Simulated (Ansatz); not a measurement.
**Ti2NO2 monolayer: from the cell to its phonons**

Wanted: phonon frequencies of Ti2NO2 monolayer and what follows from them.

Program: Ansatz 0.2.0. Level of theory: DFT PBEsol, scalar-relativistic, plane waves, PAW. Results are calculated unless marked as measured.

### 1. The starting structure

The cell holds 5 atoms: 1 N, 2 Ti and 2 O. Its edges and angles: a = 3.040 Å, b = 3.040 Å, c = 20.000 Å, α = 90.0°, β = 90.0°, γ = 120.0°. Vacuum lies along c.

### 2. Coarse relaxation

A rough relaxation comes first, because large forces or stress need no tight tolerances yet.

The program solves this slab on a cell height of its own, 32.6 Å, in place of the one typed.

input.yaml reads:

```yaml
crystal:
  lattice:
    - [3.04, 0.0, 0.0]
    - [-1.52, 2.63272, 0.0]
    - [0.0, 0.0, 20.0]
  atoms:
    - { symbol: "N", position: [0.0, 0.0, 0.5] }
    - { symbol: Ti, position: [0.333333, 0.666667, 0.56] }
    - { symbol: Ti, position: [0.666667, 0.333333, 0.44] }
    - { symbol: O, position: [0.666667, 0.333333, 0.61] }
    - { symbol: O, position: [0.333333, 0.666667, 0.39] }
  periodic: [true, true, false]
kpoints:
  mp_grid: { grid: [9, 9, 1] }
hamiltonian:
  xc: pbesol
scf:
  occupations: { method: gaussian, width: 0.1 }
output:
  forces: true
  stress: true
  eigenvalues: true
relax:
  adjacent_minimum: "off"
  f_tol: 0.05
  max_steps: 80
  cell: { stress_2d_tol: 0.02 }
```

On the command line:

```sh
$ ansatz run input.yaml --threads 8 --pin off --max-ram 14336MiB --backend cpu --events-out ev --progress --plain --runs-dir out
```

Numbers of over 12 decimals in the logs are rounded to 6 here.

Output:

```text
[...]
cell:  # Å, volume = 247.8839 Å³
    - [2.963126, 0.0, 0]
    - [-1.481563, 2.566142, 0]
    - [0, 0, 32.6]
  atoms:
    - { symbol: N, position: [0, 0, 0.306748] }
    - { symbol: Ti, position: [0.333333, 0.666667, 0.345171] }
    - { symbol: Ti, position: [0.666667, 0.333333, 0.268326] }
    - { symbol: O, position: [0.666667, 0.333333, 0.374154] }
    - { symbol: O, position: [0.333333, 0.666667, 0.239343] }
[key lines of the parts left out:]
SCF converged after 6 iterations
Free energy (F): -6455.448573 eV
Fermi energy:    -5.860666 eV
P = ½ c Tr σ = -0.0011 N/m
```

It took 9.8 s on 8 threads of Arm Neoverse V2, shared host; peak memory 0.76 GiB.

This run has no spin polarisation although its electron count is odd.

Relaxation path:

| step | energy less that of the first step (eV) | largest force component (eV/Å) | volume (Å³) |
| --- | --- | --- | --- |
| 1 | 0.0000 | 1.8976 | 260.91 |
| 2 | -0.2201 | 0.6783 | 246.91 |
| 3 | -0.2633 | 0.0712 | 248.35 |
| 4 | -0.2637 | 0.0255 | 248.42 |
| 5 | -0.2639 | 0.0003 | 248.24 |
| 6 | -0.2639 | 0.0004 | 248.22 |
| 7* | -0.2562 | 0.0009 | 248.22 |
| 8 | -0.2565 | 0.0012 | 247.88 |
| 9* | -0.2563 | 0.0011 | 247.88 |

Relaxation steps marked * repeat the geometry before them on a plane-wave basis chosen anew for their cell, so energy and pressure can jump there.

Forces are held to the 12 operations that the run works with; a distortion that breaks them can't arise in this run.

| cell as run | before | after | change |
| --- | --- | --- | --- |
| a (Å) | 3.040 | 2.963 | -2.5 % |
| b (Å) | 3.040 | 2.963 | -2.5 % |

The atoms that moved most (Å, along periodic axes as changes of fractional coordinates times the final cell, across vacuum about the mean position):

| atom | dx | dy | dz | length |
| --- | --- | --- | --- | --- |
| Ti2 | 0.000 | 0.000 | 0.053 | 0.053 |
| Ti3 | 0.000 | 0.000 | -0.053 | 0.053 |

Final coordinates:

```
N Ti O
1.0
     2.96313    0.00000    0.00000
    -1.48156    2.56614    0.00000
     0.00000    0.00000   32.60000
N Ti O
1 2 2
Cartesian
  0.0000 0.0000 10.0000
  0.0000 1.7108 11.2526
  1.4816 0.8554 8.7474
  1.4816 0.8554 12.1974
  0.0000 1.7108 7.8026
```

This step gave:

| Property | Result |
| --- | --- |
| gap on the k-mesh | 0 eV |
| area per atom | 1.521 Å² |

The relaxation ends with a largest force component of 0.0011 eV/Å.

### 3. Bringing the structure to rest

The cell and atoms are relaxed, since residual forces and stress would shift the frequencies.

input.yaml reads:

```yaml
crystal:
  lattice:
    - [2.9631256318, 0.0, 0.0]
    - [-1.4815628159, 2.5661420717, 0.0]
    - [0.0, 0.0, 32.6]
  atoms:
    - { symbol: "N", position: [0.0, 0.0, 0.3067484663] }
    - { symbol: Ti, position: [0.3333333333, 0.6666666667, 0.3451709831] }
    - { symbol: Ti, position: [0.6666666667, 0.3333333333, 0.2683259494] }
    - { symbol: O, position: [0.6666666667, 0.3333333333, 0.3741542492] }
    - { symbol: O, position: [0.3333333333, 0.6666666667, 0.2393426833] }
  periodic: [true, true, false]
kpoints:
  mp_grid: { grid: [15, 15, 1] }
hamiltonian:
  xc: pbesol
scf:
  occupations: { method: gaussian, width: 0.1 }
output:
  forces: true
  stress: true
  eigenvalues: true
relax:
  adjacent_minimum: "off"
  f_tol: 0.005
  max_steps: 80
  cell: { stress_2d_tol: 0.02 }
```

Output:

```text
[...]
Crystal: 5 atoms, lattice volume = 247.884 Å³
Basis set: ecut = 420 eV, 4729 PW (Γ), exchange–correlation on 40×40×450 points (8 copies of the dense FFT grid, shifted against one another)
Bands: 26, of which v1, the nominal top of the filled ones, is band 21 counted from 1 (20 counted from 0)
Symmetry: 12 space group operations
[...]
k-points: 27 of 225
[...]
cell:  # Å, volume = 248.0774 Å³
    - [2.964281, 0.0, 0]
    - [-1.482141, 2.567143, 0]
    - [0, 0, 32.6]
  atoms:
    - { symbol: N, position: [0, 0, 0.306748] }
    - { symbol: Ti, position: [0.333333, 0.666667, 0.345176] }
    - { symbol: Ti, position: [0.666667, 0.333333, 0.268321] }
    - { symbol: O, position: [0.666667, 0.333333, 0.374092] }
    - { symbol: O, position: [0.333333, 0.666667, 0.239405] }
[key lines of the parts left out:]
SCF converged after 6 iterations
Free energy (F): -6455.449559 eV
Fermi energy:    -5.812710 eV
P = ½ c Tr σ = 0.0015 N/m
```

Elapsed: 9.6 s, on 8 threads; peak memory 0.84 GiB.

Little changed from the start: no atom moved by 0.005 Å and no cell edge by 0.1 %.

This step gave:

```yaml
area_per_atom: 1.522 Å²
```

### 4. Relaxing to small forces for the phonons

Phonons need a cell at rest on their own settings, so the relaxation is repeated with tight tolerances on forces and stress, using the mesh and the filling of the phonon run that follows.

input.yaml reads:

```yaml
crystal:
  lattice:
    - [2.9642814843, 0.0, 0.0]
    - [-1.4821407421, 2.5671430694, 0.0]
    - [0.0, 0.0, 32.6]
  atoms:
    - { symbol: "N", position: [0.0, 0.0, 0.3067484663] }
    - { symbol: Ti, position: [0.3333333333, 0.6666666667, 0.3451763039] }
    - { symbol: Ti, position: [0.6666666667, 0.3333333333, 0.2683206287] }
    - { symbol: O, position: [0.6666666667, 0.3333333333, 0.374092164] }
    - { symbol: O, position: [0.3333333333, 0.6666666667, 0.2394047686] }
  periodic: [true, true, false]
kpoints:
  mp_grid: { grid: [18, 18, 1] }
hamiltonian:
  xc: pbesol
scf:
  occupations: { method: methfessel_paxton, width: 0.15 }
output:
  forces: true
  stress: true
  eigenvalues: true
  write_density: true
  write_potential: true
  elf: true
  volumetric_format: npy
relax:
  adjacent_minimum: "off"
  f_tol: 0.001
  max_steps: 60
  cell: { stress_2d_tol: 0.002 }
```

Output:

```text
[...]
Crystal: 5 atoms, lattice volume = 248.077 Å³
Basis set: ecut = 420 eV, 4729 PW (Γ), exchange–correlation on 40×40×450 points (8 copies of the dense FFT grid, shifted against one another)
Bands: 26, of which v1, the nominal top of the filled ones, is band 21 counted from 1 (20 counted from 0)
Symmetry: 12 space group operations
[...]
k-points: 37 of 324
[...]
cell:  # Å, volume = 247.8973 Å³
    - [2.963205, -2.8856998300615852e-11, 0]
    - [-1.481603, 2.566211, 0]
    - [0, 0, 32.6]
  atoms:
    - { symbol: N, position: [0, 0, 0.3067484663] }
    - { symbol: Ti, position: [0.333333, 0.666667, 0.345169] }
    - { symbol: Ti, position: [0.666667, 0.333333, 0.268327] }
    - { symbol: O, position: [0.666667, 0.333333, 0.374138] }
    - { symbol: O, position: [0.333333, 0.666667, 0.239359] }
[key lines of the parts left out:]
SCF converged after 10 iterations
Free energy (F): -6455.443058 eV
Fermi energy:    -5.829227 eV
P = ½ c Tr σ = -0.0001 N/m
```

Wall time 24 s (8 threads); peak memory 0.86 GiB; 2.9 min of CPU time.

Little changed from the start: no atom moved by 0.005 Å and no cell edge by 0.1 %.

Numbers from this step:

- area per atom: 1.521 Å²

Electrostatic potential energy in the ac plane at fractional y = 0.333, with atoms of Ti and O within 0.2 Å of it. With pseudopotentials it is smooth inside the atoms' cores, unlike the true potential.

Values in eV, 24 rows by 15 columns, each cell a mean:
```
  0   0   0   0   0   0   0   0   0   0   0   0   0   0   0
  0   0   0   0   0   0   0   0   0   0   0   0   0   0   0
  0   0   0   0   0   0   0   0   0   0   0   0   0   0   0
  0   0   0   0   0   0   0   0   0   0   0   0   0   0   0
  0   0   0   0   0   0   0   0   0   0   0   0   0   0   0
  0   0   0   0   0   0   0   0   0   0   0   0   0   0   0
  0   0   0   0   0   0   0   0   0   0   0   0   0   0   0
  0   0   0   0   0   0   0   0   0   0   0   0   0   0   0
  0   0   0   0   0   0   0   0   0   0   0   0   0   0   0
  0   0   0   0   0   0   0   0   0   0   0   0   0   0   0
  0   0   0   0   0   0   0   0   0   0   0   0   0   0   0
  0   0   0   0   0   0   0   0   0   0   0   0   0   0   0
  0   0   0   0   0   0   0   0   0   0   0   0   0   0   0
  0   0   0   0   0   0   0   0   0   0   0   0   0   0   0
 -3  -2  -3  -3  -2  -3  -3 -11 -15 -17 -18 -17 -15 -11  -3
-13 -17 -20 -20 -17 -14 -11 -13 -16 -17 -18 -17 -16 -13 -11
 -9  -9 -10 -10  -9  -9  -8  -9 -11 -12 -12 -12 -11  -9  -9
-14  -9  -7  -7  -9 -14 -25 -30 -31 -31 -31 -31 -31 -30 -25
 -4  -3  -3  -3  -3  -4  -5  -6  -8  -9 -10  -9  -8  -6  -4
  0   0   0   0   0   0   0   0   0   0   0   0   0   0   0
  0   0   0   0   0   0   0   0   0   0   0   0   0   0   0
  0   0   0   0   0   0   0   0   0   0   0   0   0   0   0
  0   0   0   0   0   0   0   0   0   0   0   0   0   0   0
  0   0   0   0   0   0   0   0   0   0   0   0   0   0   0
```
Columns run along a (3.0 Å; values clipped at the 3rd and 97th percentile), rows up along c (32.6 Å). Atoms in or near the plane, at fractional coordinates: Ti at (0.67, 0.27), O at (0.67, 0.37).

ELF in the ac plane at fractional y = 0.333, with atoms of Ti and O within 0.2 Å of it. It is the smooth field of the valence electrons, not physical close to the nuclei.

Ten even steps from '_' (0.00) to '@' (0.73), each cell a mean:
```
______________________________
______________________________
______________________________
______________________________
______________________________
______________________________
______________________________
______________________________
______________________________
______________________________
______________________________
______________________________
______________________________
________________..........____
++..____..++%%@@@@@@%%@@@@@@%%
::..::::..::==**####**####**==
++########++==::::::::::::::==
..--====--..--**##++==++##**--
++##%%%%##++--..............--
______________________________
______________________________
______________________________
______________________________
______________________________
```
Columns run along a (3.0 Å), rows up along c (32.6 Å). Atoms in or near the plane, at fractional coordinates: Ti at (0.67, 0.27), O at (0.67, 0.37).

Valence density in the ac plane at fractional y = 0.333, with atoms of Ti and O within 0.2 Å of it. It is the smooth field of the valence electrons, not physical close to the nuclei.

Values in units of 1e0 e/Å³, 24 rows by 15 columns, each cell a mean:
```
0.0 0.0 0.0 0.0 0.0 0.0 0.0 0.0 0.0 0.0 0.0 0.0 0.0 0.0 0.0
0.0 0.0 0.0 0.0 0.0 0.0 0.0 0.0 0.0 0.0 0.0 0.0 0.0 0.0 0.0
0.0 0.0 0.0 0.0 0.0 0.0 0.0 0.0 0.0 0.0 0.0 0.0 0.0 0.0 0.0
0.0 0.0 0.0 0.0 0.0 0.0 0.0 0.0 0.0 0.0 0.0 0.0 0.0 0.0 0.0
0.0 0.0 0.0 0.0 0.0 0.0 0.0 0.0 0.0 0.0 0.0 0.0 0.0 0.0 0.0
0.0 0.0 0.0 0.0 0.0 0.0 0.0 0.0 0.0 0.0 0.0 0.0 0.0 0.0 0.0
0.0 0.0 0.0 0.0 0.0 0.0 0.0 0.0 0.0 0.0 0.0 0.0 0.0 0.0 0.0
0.0 0.0 0.0 0.0 0.0 0.0 0.0 0.0 0.0 0.0 0.0 0.0 0.0 0.0 0.0
0.0 0.0 0.0 0.0 0.0 0.0 0.0 0.0 0.0 0.0 0.0 0.0 0.0 0.0 0.0
0.0 0.0 0.0 0.0 0.0 0.0 0.0 0.0 0.0 0.0 0.0 0.0 0.0 0.0 0.0
0.0 0.0 0.0 0.0 0.0 0.0 0.0 0.0 0.0 0.0 0.0 0.0 0.0 0.0 0.0
0.0 0.0 0.0 0.0 0.0 0.0 0.0 0.0 0.0 0.0 0.0 0.0 0.0 0.0 0.0
0.0 0.0 0.0 0.0 0.0 0.0 0.0 0.0 0.0 0.0 0.0 0.0 0.0 0.0 0.0
0.0 0.0 0.0 0.0 0.0 0.0 0.0 0.0 0.0 0.0 0.0 0.0 0.0 0.0 0.0
0.2 0.1 0.1 0.1 0.1 0.2 0.4 0.8 1.7 2.7 3.1 2.7 1.7 0.8 0.4
0.4 0.4 0.5 0.5 0.4 0.4 0.5 0.8 1.4 2.0 2.3 2.0 1.4 0.8 0.5
0.4 0.5 0.6 0.6 0.5 0.4 0.3 0.3 0.3 0.4 0.4 0.4 0.3 0.3 0.3
0.4 0.3 0.3 0.3 0.3 0.4 0.7 2.2 4.7 6.7 7.3 6.7 4.7 2.2 0.7
0.2 0.3 0.3 0.3 0.3 0.2 0.2 0.1 0.2 0.2 0.2 0.2 0.2 0.1 0.2
0.0 0.0 0.0 0.0 0.0 0.0 0.0 0.0 0.0 0.0 0.0 0.0 0.0 0.0 0.0
0.0 0.0 0.0 0.0 0.0 0.0 0.0 0.0 0.0 0.0 0.0 0.0 0.0 0.0 0.0
0.0 0.0 0.0 0.0 0.0 0.0 0.0 0.0 0.0 0.0 0.0 0.0 0.0 0.0 0.0
0.0 0.0 0.0 0.0 0.0 0.0 0.0 0.0 0.0 0.0 0.0 0.0 0.0 0.0 0.0
0.0 0.0 0.0 0.0 0.0 0.0 0.0 0.0 0.0 0.0 0.0 0.0 0.0 0.0 0.0
```
Columns run along a (3.0 Å), rows up along c (32.6 Å). Atoms in or near the plane, at fractional coordinates: Ti at (0.67, 0.27), O at (0.67, 0.37).

The largest force component left is 0.013 meV/Å, within the tolerances set.

### 5. Modes at Γ

The zone centre comes first: it holds the modes that light can see, as far as symmetry allows. No field response is asked, since the mesh shows no gap.

input.yaml reads:

```yaml
crystal:
  lattice:
    - [2.9632054967, 0.0, 0.0]
    - [-1.4816027483, 2.5662112368, 0.0]
    - [0.0, 0.0, 32.6]
  atoms:
    - { symbol: "N", position: [0.0, 0.0, 0.3067484663] }
    - { symbol: Ti, position: [0.3333333333, 0.6666666667, 0.3451694376] }
    - { symbol: Ti, position: [0.6666666667, 0.3333333333, 0.268327495] }
    - { symbol: O, position: [0.6666666667, 0.3333333333, 0.3741379491] }
    - { symbol: O, position: [0.3333333333, 0.6666666667, 0.2393589835] }
  periodic: [true, true, false]
kpoints:
  mp_grid: { grid: [18, 18, 1] }
hamiltonian:
  xc: pbesol
scf:
  occupations: { method: methfessel_paxton, width: 0.15 }
output:
  eigenvalues: true
phonons:
  method: dfpt
```

Output:

```text
Warning: crystal.symmetry: narrowed to the stabiliser of the run's FFT grids — unitary ops 12 → 6. A phonons.method: dfpt run fills in the rows of the dynamical matrix that it does not solve by its symmetry operations, which is exact only for operations that map its FFT grids onto themselves: filled in by any other, the frequencies could depend on the order in which like atoms are typed, or, by more than the grids' own error, on where the crystal sits among the grids' points. Excluded: 6 operations. The run can therefore solve more perturbations, solve them on more k-points, or both, and cost more. [rest of the remark cut]
[...]
Crystal: 5 atoms, lattice volume = 247.897 Å³
Basis set: ecut = 420 eV, 4729 PW (Γ), exchange–correlation on 40×40×450 points (8 copies of the dense FFT grid, shifted against one another)
Bands: 26, of which v1, the nominal top of the filled ones, is band 21 counted from 1 (20 counted from 0)
Symmetry: 12 space group operations
k-points: 91 of 324 (irreducible under 2 space group operations, time reversal used)
[...]
SCF iter   1: F=—  HF=-6455.477247 eV  |F-HF|=—  |Δ(HF+E_count)|=         —  Δρ=7.38e-3  dr2=1.59e-1  ethr=1.77e-3  ⟨swp⟩=9.6  Hψ=15815  notcnv=0
[...]
SCF iter  10: F=-6455.443058 eV  HF=-6455.443058 eV  |F-HF|=3.55e-11  |Δ(HF+E_count)|=  3.65e-10  S|Δr|=    0.00e0  Δρ=4.50e-8  dr2=4.00e-12  ethr=1.00e-12  ⟨swp⟩=19.3  Hψ=20321  notcnv=0
SCF 1 converged in 10 iterations: F = -6455.443058 eV  dr2 = 4.00e-12
[...]
DFPT response loops at Γ: preconditioner auto → none (partly filled bands, converged f_vac=0.778); β = 0.50; Broyden in place of MSR1
SCF converged after 10 iterations
[...]
Free energy (F): -6455.443058 eV
[...]
Internal energy: -6455.440334 eV  (E = F + TS)
E sigma→0 (E₀):  -6455.442377 eV
Entropy (-TS):   -0.002724 eV (-0.545 meV/atom)
Fermi energy:    -5.829227 eV
[...]
--- Band table (eV; the first three rows and the last of 91) ---
  k-point 0: bands = [... 17 lower, -8.6369, -8.0988, -8.0988, -5.7983, -5.7983, -5.0136, -4.8028, -4.8028, ... 1 higher]
  k-point 1: bands = [... 17 lower, -8.5470, -8.3494, -8.2213, -5.7301, -5.6670, -5.1399, -4.7974, -4.6336, ... 1 higher]
  k-point 2: bands = [... 17 lower, -8.9713, -8.5065, -8.3720, -5.7374, -5.3777, -5.1235, -4.7500, -4.4103, ... 1 higher]
  k-point 90: bands = [... 17 lower, -9.9567, -9.7777, -9.4262, -5.5388, -4.7731, -4.4074, -4.1070, -3.8567, ... 1 higher]
--- Phonons (Γ-DFPT): 10 representative perturbations + reference, on 91 of 324 k-points (Σ response iterations 63) ---
  ASR residual: 5.498e-5 → 0.000e0 eV/Å²; symmetrization residual: 1.512e-5 eV/Å²
  The last average, over the group as it would stand without the narrowing to the FFT grids, took up to 2.756e-6 eV/Å² of the zone centre's force constants
  ASR residual per site (eV/Å²): 3.36e-5 1.47e-5 1.72e-5 5.13e-5 5.50e-5
  Γ frequencies (cm⁻¹): -114.18 -114.18 0.00 0.00 0.00 242.90 242.90 296.24 354.85 354.85 502.83 502.83 596.23 606.78 667.28
  non-analytic LO–TO correction: not included (Born effective charges unavailable; polar crystals: no LO–TO splitting at Γ)
```

It took 2.1 min on 8 threads; peak memory 2.3 GiB.

Reading the cycles: dr2 is the Hartree energy of the density residual (eV), the measure of convergence; HF is the Harris–Foulkes estimate of the energy, which meets the free energy F at convergence.

This run has no spin polarisation, although Ti can carry a moment.

Numbers from this step:

```yaml
sum_rule_residual_before_enforcement: 5.50e-5 eV/Å²
point_group: -3m
highest_optical_mode_at_the_zone_centre_no_lo_to_term: 667.3 cm⁻¹
lowest_optical_zone_centre_mode: -114.2 cm⁻¹
```

Patterns of degenerate modes are one choice out of their space. Modes at Γ, with each element's share of the kinetic energy (negative means imaginary):

| mode | frequency (cm⁻¹) | symmetry | N % | Ti % | O % |
| --- | --- | --- | --- | --- | --- |
| 1 | -114.2 | Eg | 0 | 93 | 7 |
| 2 | -114.2 | Eg | 0 | 93 | 7 |
| 3 | 0.0 | acoustic | 10 | 68 | 23 |
| 4 | 0.0 | acoustic | 10 | 68 | 23 |
| 5 | 0.0 | acoustic | 10 | 68 | 23 |
| 6 | 242.9 | Eg | 0 | 7 | 93 |
| 7 | 242.9 | Eg | 0 | 7 | 93 |
| 8 | 296.2 | A1g | 0 | 67 | 33 |
| 9 | 354.9 | Eu | 7 | 31 | 62 |
| 10 | 354.9 | Eu | 7 | 31 | 62 |
| 11 | 502.8 | Eu | 83 | 1 | 16 |
| 12 | 502.8 | Eu | 83 | 1 | 16 |
| 13 | 596.2 | A2u | 21 | 10 | 70 |
| 14 | 606.8 | A1g | 0 | 33 | 67 |
| 15 | 667.3 | A2u | 70 | 23 | 8 |

Displacements in mode 2 (-114.2 cm⁻¹), the largest set to 1:
```
N1   0.00  0.00  0.00
Ti2 -0.01 -1.00  0.00
Ti3  0.01  1.00  0.00
O4   0.00  0.47  0.00
O5   0.00 -0.47  0.00
```

Displacements in mode 12 (502.8 cm⁻¹), the largest set to 1:
```
N1   0.13  1.00  0.00
Ti2 -0.01 -0.05  0.00
Ti3 -0.01 -0.05  0.00
O4  -0.04 -0.29  0.00
O5  -0.04 -0.29  0.00
```

Before it was imposed, the acoustic sum rule was missed by 5.5e-5 eV/Å². Small misses are needed for a sound result but don't prove that mesh and cutoff are converged. The lowest optical mode is imaginary, 114.2i cm⁻¹, so the energy falls along it.

[end of part 1 of 2]

[Logs are printed without paths, hosts, clocks, repeated set-up lines and the standing remarks that a program may print on its own settings, such as how far it seeks lower states.]

[Hosts, paths, dates, database ids (printed as entryN), source tags and the programs' standing remarks are cut or masked in the printed files.]
